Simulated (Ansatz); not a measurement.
# From PBE to G0W0: Na3MoO4Cl (P4/nmm)

Aim: the quasiparticle gap of Na3MoO4Cl (P4/nmm), starting from PBE.

Main program and level: Ansatz 0.2.0; PBE, then G0W0 on it, plane waves, PAW.

Report form: the programs' logs are mostly left out.

In doubt: masses and optical values from hybrid runs of this build are listed as unsure (in some of the runs), which bears on the screening that GW takes from such a start.

## Step 1: The structure

The structure is tetragonal, space group P4/nmm (No. 129). Conventional cell: a = 7.494 Å, b = 7.494 Å, c = 5.341 Å, α = 90.00°, β = 90.00°, γ = 90.00°. Na has 4 O at 2.52 Å and 2 Cl at 2.77 Å nearest. Nearest to Na lie 4 O at 2.36 Å and 2 Cl at 2.58 to 2.76 Å. Nearest to Mo lie 4 O at 1.76 Å. Nearest to Cl lie 6 Na at 2.58 to 2.77 Å. Nearest to O lie 1 Mo at 1.76 Å and 3 Na at 2.36 to 2.52 Å. Farther neighbours and most contacts between anions are not listed.

The start is a cell from the Crystallography Open Database.

## Step 2: Relaxing the structure

The structure is relaxed first.

This step: DFT, PBE, plane waves, PAW; PAW set soft_1.

input.yaml reads:

```yaml
crystal:
  lattice:
    - [7.4942, 0.0, 0.0]
    - [0.0, 7.4942, 0.0]
    - [0.0, 0.0, 5.3409]
  atoms:
    - { symbol: Na, position: [0.75, 0.75, 0.0] }
    - { symbol: Na, position: [0.75, 0.25, 0.0] }
    - { symbol: Na, position: [0.25, 0.25, 0.0] }
    - { symbol: Na, position: [0.25, 0.75, 0.0] }
    - { symbol: Na, position: [0.5, 0.0, 0.6358] }
    - { symbol: Na, position: [0.0, 0.5, 0.3642] }
    - { symbol: Mo, position: [0.0, 0.0, 0.5] }
    - { symbol: Mo, position: [0.5, 0.5, 0.5] }
    - { symbol: Cl, position: [0.5, 0.0, 0.15215] }
    - { symbol: Cl, position: [0.0, 0.5, 0.84785] }
    - { symbol: O, position: [0.81163, 0.0, 0.6975] }
    - { symbol: O, position: [0.5, 0.31163, 0.6975] }
    - { symbol: O, position: [0.18837, 0.0, 0.6975] }
    - { symbol: O, position: [0.5, 0.68837, 0.6975] }
    - { symbol: O, position: [0.31163, 0.5, 0.3025] }
    - { symbol: O, position: [0.0, 0.18837, 0.3025] }
    - { symbol: O, position: [0.68837, 0.5, 0.3025] }
    - { symbol: O, position: [0.0, 0.81163, 0.3025] }
kpoints:
  mp_grid: { grid: [4, 4, 4] }
hamiltonian:
  xc: pbe
  pseudopotentials: { kind: paw, azcp: { folder: soft_1 } }
scf:
  occupations: { method: fermi_dirac, width: 0.02 }
relax:
  f_tol: 0.02
  max_steps: 60
```

The run is started by

```console
$ ansatz run input.yaml --threads 2 --pin off --max-ram 92160MiB --backend cuda --events-out ev --progress --plain --runs-dir out --devices 1 --max-vram 13GiB
```

The job ended after 9.3 s (1 × NVIDIA H100 80GB HBM3 (shared by 6 runs) with 2 threads of AMD EPYC 7R13 (Zen 3), shared host; peak memory 0.99 GiB).

Step by step:

```tsv
step	energy less that of the first step (eV)	largest force component (eV/Å)
1	0.0000	0.6670
2	-0.0593	0.0693
3	-0.0601	0.0017
```

The run keeps the 16 symmetry operations that it works with, so distortions that break them were not tested.

The atoms that moved most (Å):

```tsv
atom	dx	dy	dz	length
O15	-0.010	0.000	-0.016	0.019
O18	0.000	-0.010	-0.016	0.019
O16	0.000	0.010	-0.016	0.019
O11	-0.010	0.000	0.016	0.019
O12	0.000	-0.010	0.016	0.019
O13	0.010	0.000	0.016	0.019
O17	0.010	0.000	-0.016	0.019
O14	0.000	0.010	0.016	0.019
```

## Step 3: Bands along the symmetry lines

Levels along a band path and on the mesh show where this functional puts the band edges.

input.yaml reads:

```yaml
crystal:
  lattice:
    - [7.4942, 0.0, 0.0]
    - [0.0, 7.4942, 0.0]
    - [0.0, 0.0, 5.3409]
  atoms:
    - { symbol: Na, position: [0.75, 0.75, 0.0] }
    - { symbol: Na, position: [0.75, 0.25, 0.0] }
    - { symbol: Na, position: [0.25, 0.25, 0.0] }
    - { symbol: Na, position: [0.25, 0.75, 0.0] }
    - { symbol: Na, position: [0.5, 0.0, 0.6389095619] }
    - { symbol: Na, position: [0.0, 0.5, 0.3610904381] }
    - { symbol: Mo, position: [0.0, 0.0, 0.5] }
    - { symbol: Mo, position: [0.5, 0.5, 0.5] }
    - { symbol: Cl, position: [0.5, 0.0, 0.155433647] }
    - { symbol: Cl, position: [0.0, 0.5, 0.844566353] }
    - { symbol: O, position: [0.810272275, 0.0, 0.7004856242] }
    - { symbol: O, position: [0.5, 0.310272275, 0.7004856242] }
    - { symbol: O, position: [0.189727725, 0.0, 0.7004856242] }
    - { symbol: O, position: [0.5, 0.689727725, 0.7004856242] }
    - { symbol: O, position: [0.310272275, 0.5, 0.2995143758] }
    - { symbol: O, position: [0.0, 0.189727725, 0.2995143758] }
    - { symbol: O, position: [0.689727725, 0.5, 0.2995143758] }
    - { symbol: O, position: [0.0, 0.810272275, 0.2995143758] }
kpoints:
  mp_grid: { grid: [4, 4, 4] }
  band_path:
    path:
      - [[0.0, 0.0, 0.0], [0.0, 0.5, 0.0], [0.5, 0.5, 0.0], [0.0, 0.0, 0.0], [0.0, 0.0, 0.5], [0.0, 0.5, 0.5], [0.5, 0.5, 0.5], [0.0, 0.0, 0.5]]
      - [[0.0, 0.5, 0.0], [0.0, 0.5, 0.5]]
      - [[0.5, 0.5, 0.0], [0.5, 0.5, 0.5]]
    npoints: 10
hamiltonian:
  xc: pbe
  pseudopotentials: { kind: paw, azcp: { folder: soft_1 } }
scf:
  occupations: { method: fermi_dirac, width: 0.02 }
  n_extra_bands: 10
output:
  eigenvalues: true
  forces: true
  stress: true
  write_density: true
  write_potential: true
  elf: true
  volumetric_format: npy
```

Run time: 9.8 s. Hardware: 1 × NVIDIA H100 80GB HBM3 (shared by 6 runs) with 2 threads; peak memory 1.2 GiB; 12 s of CPU time.

This step gave:

```
pressure             : 1.346 GPa
filled bands         : 72
gap                  : 4.314 eV
valence top at       : A
conduction bottom at : Γ
least direct gap     : 4.337 eV
```

Over mesh and path the gap is 4.314 eV, from k = (0.500, 0.500, 0.500) to k = Γ. The least direct gap found is 4.337 eV, at k = Γ.

The electronic bands at the labelled points (eV, zero at the top of the highest nominally filled band):

```tsv
point	band 69	band 70	band 71	band 72	band 73	band 74	band 75	band 76
Γ	-0.29	-0.15	-0.15	-0.02	4.31	4.38	4.68	4.83
halfway	-0.19	-0.17	-0.14	-0.04	4.38	4.46	4.67	4.74
X	-0.15	-0.15	-0.10	-0.10	4.56	4.56	4.59	4.59
halfway	-0.14	-0.14	-0.10	-0.10	4.56	4.56	4.62	4.62
M	-0.12	-0.12	-0.11	-0.11	4.57	4.57	4.65	4.65
halfway	-0.17	-0.17	-0.13	-0.06	4.43	4.52	4.67	4.69
Γ	-0.29	-0.15	-0.15	-0.02	4.31	4.38	4.68	4.83
halfway	-0.17	-0.08	-0.08	-0.03	4.41	4.60	4.83	4.84
Z	-0.08	-0.04	0.00	0.00	4.50	4.73	4.85	4.96
halfway	-0.14	-0.04	-0.02	-0.01	4.54	4.78	4.79	4.94
R	-0.12	-0.12	-0.01	-0.01	4.66	4.66	4.88	4.88
halfway	-0.15	-0.15	-0.01	-0.01	4.64	4.64	4.90	4.90
A	-0.22	-0.22	0.00	0.00	4.63	4.63	4.93	4.93
halfway	-0.18	-0.08	-0.02	0.00	4.57	4.74	4.83	4.94
Z	-0.08	-0.04	0.00	0.00	4.50	4.73	4.85	4.96
jump to X	-0.15	-0.15	-0.10	-0.10	4.56	4.56	4.59	4.59
halfway	-0.14	-0.14	-0.07	-0.07	4.61	4.61	4.75	4.75
R	-0.12	-0.12	-0.01	-0.01	4.66	4.66	4.88	4.88
jump to M	-0.12	-0.12	-0.11	-0.11	4.57	4.57	4.65	4.65
halfway	-0.17	-0.17	-0.05	-0.05	4.60	4.60	4.79	4.79
A	-0.22	-0.22	0.00	0.00	4.63	4.63	4.93	4.93
```

Valence density in the ac plane at fractional y = 0.000, with atoms of Na and Mo and Cl and O within 0.2 Å of it. It is the smooth field of the valence electrons, not physical close to the nuclei.

Ten steps, logarithmic in the rise over the least value, from '_' (0 e/Å³) to '@' (19 e/Å³), each cell a mean:
```
________________....::::..________________
____..::::..__________________..::::....__
__..--++++==::____......____..--++++==::..
..::++####**--....==##**--..::==####**--::
====++####**--..::##@@@@++....==####**====
##**==++++==::__::**@@%%==....::==++==++**
####++--::..______--++==..____..::::--**##
##**==....__________....__________..::++##
**++::__________....::::..__________..--++
::::..________..::--==----..__________..::
..____________..--========::..__________..
______________::====--====--..____________
______________..--========::..____________
______________..::--====--..______________
```
Columns run along a (7.5 Å), rows up along c (5.3 Å). Atoms in or near the plane, at fractional coordinates: Na at (0.50, 0.64), Mo at (0.00, 0.50), Cl at (0.50, 0.16), O at (0.81, 0.70), O at (0.19, 0.70).

ELF in the ac plane at fractional y = 0.000, with atoms of Na and Mo and Cl and O within 0.2 Å of it. It is the smooth field of the valence electrons, not physical close to the nuclei.

Values, 8 rows by 16 columns, each cell a mean:
```
0.03 0.20 0.43 0.44 0.23 0.09 0.32 0.51 0.53 0.43 0.15 0.13 0.37 0.47 0.31 0.08
0.15 0.59 0.77 0.77 0.77 0.31 0.04 0.21 0.26 0.10 0.11 0.65 0.80 0.76 0.72 0.30
0.33 0.49 0.65 0.58 0.82 0.36 0.23 0.50 0.41 0.44 0.12 0.75 0.72 0.55 0.64 0.35
0.58 0.54 0.44 0.67 0.60 0.15 0.14 0.44 0.45 0.30 0.05 0.44 0.68 0.56 0.43 0.62
0.66 0.60 0.15 0.14 0.10 0.06 0.21 0.29 0.30 0.26 0.11 0.06 0.15 0.11 0.39 0.69
0.18 0.11 0.05 0.02 0.07 0.46 0.79 0.85 0.84 0.83 0.64 0.19 0.02 0.03 0.08 0.16
0.07 0.05 0.03 0.02 0.20 0.70 0.85 0.61 0.41 0.81 0.81 0.42 0.05 0.02 0.04 0.06
0.01 0.01 0.02 0.02 0.09 0.51 0.82 0.82 0.78 0.85 0.69 0.23 0.03 0.02 0.01 0.01
```
Columns run along a (7.5 Å), rows up along c (5.3 Å). Atoms in or near the plane, at fractional coordinates: Na at (0.50, 0.64), Mo at (0.00, 0.50), Cl at (0.50, 0.16), O at (0.81, 0.70), O at (0.19, 0.70).

## Step 4: The quasiparticle correction

G0W0 replaces the xc potential by a self-energy built once from the orbitals of the start. Levels are corrected in the window of bands that the input names, at points of the mesh.

This step: G0W0 on PBE, plane waves, PAW; PAW set soft_1.

input.yaml, the sections that differ from step 3:

```yaml
kpoints:
  mp_grid: { grid: [2, 2, 4] }
scf:
  occupations: { method: fixed }
gw:
  n_empty_bands: 1009
  ecut_chi: 130.0
  qp_bands: [v4, c4]
  qp_kpoints: band_edges
  screening: { model: contour_deformation }
# crystal, hamiltonian: as in step 3
# output: removed
```

The job ended after 54 s (1 × NVIDIA H100 80GB HBM3 (shared by 6 runs) with 2 threads; peak memory 3.2 GiB).

Numbers from this step:

```
bands summed                                    : 1081
RPA ε∞ on this mesh (eigenvalues)               : 2.518, 2.518, 2.529
plane waves in the screening matrix             : 1001
q-points in the mesh                            : 16
G0W0 gap over the corrected points              : 7.084 eV
k of the valence top                            : -0.5, -0.5, -0.5
k of the conduction bottom                      : 0, 0, 0
starting gap on the mesh                        : 4.314 eV
Z at the valence top                            : 0.7470
Z at the conduction bottom                      : 0.8066
least direct G0W0 gap over the corrected points : 7.102 eV
```

Over all 9 irreducible mesh points the G0W0 gap is 7.084 eV, from k = (-0.500, -0.500, -0.500) to k = Γ. The PBE gap of this run on the mesh is 4.314 eV. Other states bound it: the two that bound the G0W0 gap lie 4.377 eV apart in PBE, so state for state the correction is 7.084 − 4.377 = +2.707 eV, while gap against gap it is 7.084 − 4.314 = +2.770 eV. The start of this run differs from the step before in mesh (4×4×4 and 2×2×4).

Labels follow the order of the start: v1 is the top filled band, c1 the lowest empty one; levels that stay degenerate share a row, the window can cut a multiplet, doubted levels are not marked in this list, bands outside the window were not corrected, and the list may be a part of the corrected levels. Levels before and after the correction, in eV, zero at the valence-band top of each column:

```tsv
	conduction bottom	valence top
Kohn-Sham	4.31	0.00
G0W0	7.08	0.00
```

```tsv
	level	occupation	energy (eV)
Kohn-Sham	Γ v3-v2	2	-0.147
Kohn-Sham	Γ v1	2	-0.023
Kohn-Sham	Γ c1	0	4.314
Kohn-Sham	Γ c2	0	4.377
Kohn-Sham	Γ c3	0	4.679
Kohn-Sham	(-0.5 -0.5 -0.5) v3	2	-0.216
Kohn-Sham	(-0.5 -0.5 -0.5) v2-v1	2	0.000
Kohn-Sham	(-0.5 -0.5 -0.5) c1-c2	0	4.633
Kohn-Sham	(-0.5 -0.5 -0.5) c3	0	4.930
G0W0	Γ v3-v2	2	-0.220
G0W0	Γ v1	2	-0.018
G0W0	Γ c1	0	7.230
G0W0	Γ c2	0	7.084
G0W0	Γ c3	0	7.588
G0W0	(-0.5 -0.5 -0.5) v3	2	-0.320
G0W0	(-0.5 -0.5 -0.5) v2-v1	2	0.000
G0W0	(-0.5 -0.5 -0.5) c1-c2	0	7.632
G0W0	(-0.5 -0.5 -0.5) c3	0	7.990
```

The parts of the quasiparticle energy for the two states that bound the G0W0 gap, in eV on the run's own scale (QP = start + Σx + Σc − Vxc, with Σc at the quasiparticle energy):

```tsv
edge	k	band	start	Σx	Σc	Vxc	Z	QP
valence top	(-0.500, -0.500, -0.500)	71	2.404	−25.325	4.123	−20.093	0.747	1.295
conduction bottom	Γ	74	6.781	−13.195	−3.701	−18.494	0.807	8.379
```

## Step 5: Spin-orbit coupling

This run has two-component orbitals with spin-orbit coupling.

This step: DFT, PBE with spin-orbit coupling, plane waves, PAW; PAW set soft_1.

input.yaml: that of step 4 with these lines changed.

```diff
@@ -25,13 +25,28 @@
 kpoints:
-  mp_grid: { grid: [2, 2, 4] }
+  mp_grid: { grid: [4, 4, 4] }
+  band_path:
+    path:
+      - [0.0, 0.0, 0.0]
+      - [0.0, 0.5, 0.0]
+      - [0.5, 0.5, 0.0]
+      - [0.0, 0.0, 0.5]
+      - [0.0, 0.5, 0.5]
+      - [0.5, 0.5, 0.5]
+    npoints: 1
 hamiltonian:
   xc: pbe
-  pseudopotentials: { kind: paw, azcp: { folder: soft_1 } }
+  pseudopotentials: { kind: paw_fr, azcp: { folder: soft_1 } }
 scf:
   occupations: { method: fixed }
-gw:
-  n_empty_bands: 1009
-  ecut_chi: 130.0
-  qp_bands: [v4, c4]
-  qp_kpoints: band_edges
-  screening: { model: contour_deformation }
+  n_extra_bands: 20
+magnetization:
+  noncollinear: true
+  spin_orbit: true
+output:
+  eigenvalues: true
+  forces: true
+  stress: true
+  write_density: true
+  write_potential: true
+  elf: true
+  volumetric_format: npy
```

It took 11 s on 1 × NVIDIA H100 80GB HBM3 (shared by 6 runs) with 2 threads; peak memory 1.8 GiB; 17 s of CPU time.

This step gave:

```yaml
pressure: 1.338 GPa
gap: 4.309 eV
valence_top_at: Z
conduction_bottom_at: Γ
least_direct_gap: 4.336 eV
```

Over mesh and listed points the gap is 4.309 eV, from k = (0.000, 0.000, 0.500) to k = Γ. The least direct gap found is 4.336 eV, at k = Γ. PBE+SOC against PBE: 4.309 − 4.314 = −0.005 eV. Mesh, set of files and cutoff are the same, but the valence top lies at another k point, so this need not be the shift of one pair of states. The spin-orbit run sees mesh and listed points alone, so its gap is an upper bound: the coupling can move an edge off these points, and the change over the zone, its sign included where it is small, is not known.

## Step 6: The runs together

Each gap is the least one over the points named; times are wall times on shared hosts, not benchmarks. A G0W0 time includes the run's own self-consistent start. Runs with listed points see these and the mesh alone, so an edge that moves elsewhere is missed. Rows marked * are further runs, not shown as steps, whose inputs differ from the G0W0 step on the same start in the columns given; solver thresholds can differ too. Symmetry makes (0.500, 0.500, 0.500) and (-0.500, -0.500, -0.500) one point.

```tsv
level	mesh	files, cutoff	bands summed, screening	points	gap (eV)	valence top	conduction bottom	least direct gap (eV)	time
PBE	4×4×4	soft_1 PAW, 420 eV	-	mesh and path	4.314	(0.500, 0.500, 0.500)	Γ	4.337	9.8 s
PBE+SOC	4×4×4	soft_1 PAW, 420 eV	-	mesh and listed points	4.309	(0.000, 0.000, 0.500)	Γ	4.336	11 s
G0W0@PBE*	2×2×4	soft_1 PAW, 420 eV	237, 39 eV	all 9 irreducible mesh points	7.373	(-0.500, -0.500, -0.500)	Γ	7.381	21 s
G0W0@PBE*	2×2×4	soft_1 PAW, 420 eV	541, 78 eV	all 9 irreducible mesh points	7.099	(-0.500, -0.500, -0.500)	Γ	7.117	41 s
G0W0@PBE	2×2×4	soft_1 PAW, 420 eV	1081, 130 eV	all 9 irreducible mesh points	7.084	(-0.500, -0.500, -0.500)	Γ	7.102	54 s
G0W0@PBE*	2×2×2	soft_1 PAW, 420 eV	541, 78 eV	all 6 irreducible mesh points	7.106	(-0.500, -0.500, -0.500)	Γ	7.123	20 s
G0W0@PBE*	2×2×4	soft_1 PAW, 420 eV	1081, 130 eV, plasmon pole	all 9 irreducible mesh points	7.165	(-0.500, -0.500, -0.500)	Γ	7.181	1.7 min
```

## Step 7: Outcome

| Property | Result |
| --- | --- |
| PBE gap over mesh and path | 4.314 eV, from k = (0.500, 0.500, 0.500) to k = Γ |
| G0W0@PBE gap over all 9 irreducible mesh points | 7.084 eV, from k = (-0.500, -0.500, -0.500) to k = Γ |
| PBE+SOC gap over mesh and listed points | 4.309 eV |
| GW settings | 2×2×4 mesh, 1009 empty bands, screening to 130 eV, PAW set soft_1 files |
| known limits | finite bands, screening cutoff and k mesh; no spin-orbit coupling in G0W0; screening cutoff under 40 eV in some runs |

What this shows: Over all 9 irreducible mesh points the G0W0 gap is 7.084 eV, from k = (-0.500, -0.500, -0.500) to k = Γ. The PBE gap of this run on the mesh is 4.314 eV. Other states bound it: the two that bound the G0W0 gap lie 4.377 eV apart in PBE, so state for state the correction is 7.084 − 4.377 = +2.707 eV, while gap against gap it is 7.084 − 4.314 = +2.770 eV. The valence state moves by 1.295 − 2.404 = −1.109 eV and the conduction state by 8.379 − 6.781 = +1.598 eV, on the run's own scale; with 237 bands the edge states move by −0.841 and +2.155 eV, so the split between the edges depends on the bands and cutoff. Both edges that PBE shows over mesh and path lie at k points where levels were corrected. Levels at other points were not corrected, so a lower G0W0 gap elsewhere in the zone is not ruled out. From 237 bands and 39 eV to 1081 bands and 130 eV the gap moves by 7.084 − 7.373 = −0.289 eV (rung by rung 7.373, 7.099, 7.084 eV); bands and screening cutoff rise together, so their parts are not told apart. A line in one over the bands through the two highest rungs gives 7.084 + (7.084 − 7.099) × 541 / (1081 − 541) = 7.069 eV, and through the pair below 7.099 + (7.099 − 7.373) × 237 / (541 − 237) = 6.885 eV. The two differ by 0.184 eV, not under the 0.030 eV asked, so the law does not hold well over these rungs and the limit is not known. With the 2×2×2 mesh in place of the 2×2×4 mesh and all else as in the G0W0@PBE row with 541 bands, the gap differs by 7.106 − 7.099 = +0.007 eV, and that of the start by 4.313 − 4.314 = −0.001 eV. With the plasmon pole model in place of the contour deformation model and all else as in the G0W0@PBE row with 1081 bands, the gap differs by 7.165 − 7.084 = +0.081 eV. G0W0 on other starts in this series, not shown as steps and not all at these settings: 7.321 eV on r2SCAN (2×2×4, soft_1 PAW, 1081 bands, 130 eV) and 7.635 eV on HSE06 (2×2×4, soft_1 PAW, 1081 bands, 130 eV). PBE+SOC against PBE: 4.309 − 4.314 = −0.005 eV. Mesh, set of files and cutoff are the same, but the valence top lies at another k point, so this need not be the shift of one pair of states. The spin-orbit run sees mesh and listed points alone, so its gap is an upper bound: the coupling can move an edge off these points, and the change over the zone, its sign included where it is small, is not known. What spin-orbit coupling does to the G0W0 levels was not computed, so no sum with the G0W0 gap is formed. The G0W0 runs are scalar-relativistic. G0W0@PBE runs of this series with other atomic data on the same mesh, not shown as steps, give 7.100 eV (hard PAW, 930 eV, 1568 bands, screening to 169 eV); where bands and cutoffs differ too, the part of the files is not isolated. A screening cutoff under 40 eV is crude: G0W0@PBE with 237 bands at 39 eV.

[Paths, hosts, dates, memory and timing lines, banners, echoed tables and standing remarks are left out of the program output.]

[Logs are printed without paths, hosts, clocks, repeated set-up lines and the standing remarks that a program may print on its own settings, such as how far it seeks lower states.]

[Runs of the session that timed out or met a known fault of the program may be left out.]

[Cells called generated may have been cut or substituted from an entry of the Crystallography Open Database or the Materials Project.]

[Hosts, paths, dates, database ids (printed as entryN), source tags and the programs' standing remarks are cut or masked in the printed files.]

[Where an RPA ε∞ is given, it is that of the G0W0 mesh and is not shown converged in it. Names of k-points follow the symmetry that the program found, which can be lower than the space group named. Band edges on a path are those of the sampled points; other points can move an edge, and change direct to indirect where valleys lie close.]

[Hybrid gaps are those of their k-mesh and are not shown converged in it.]
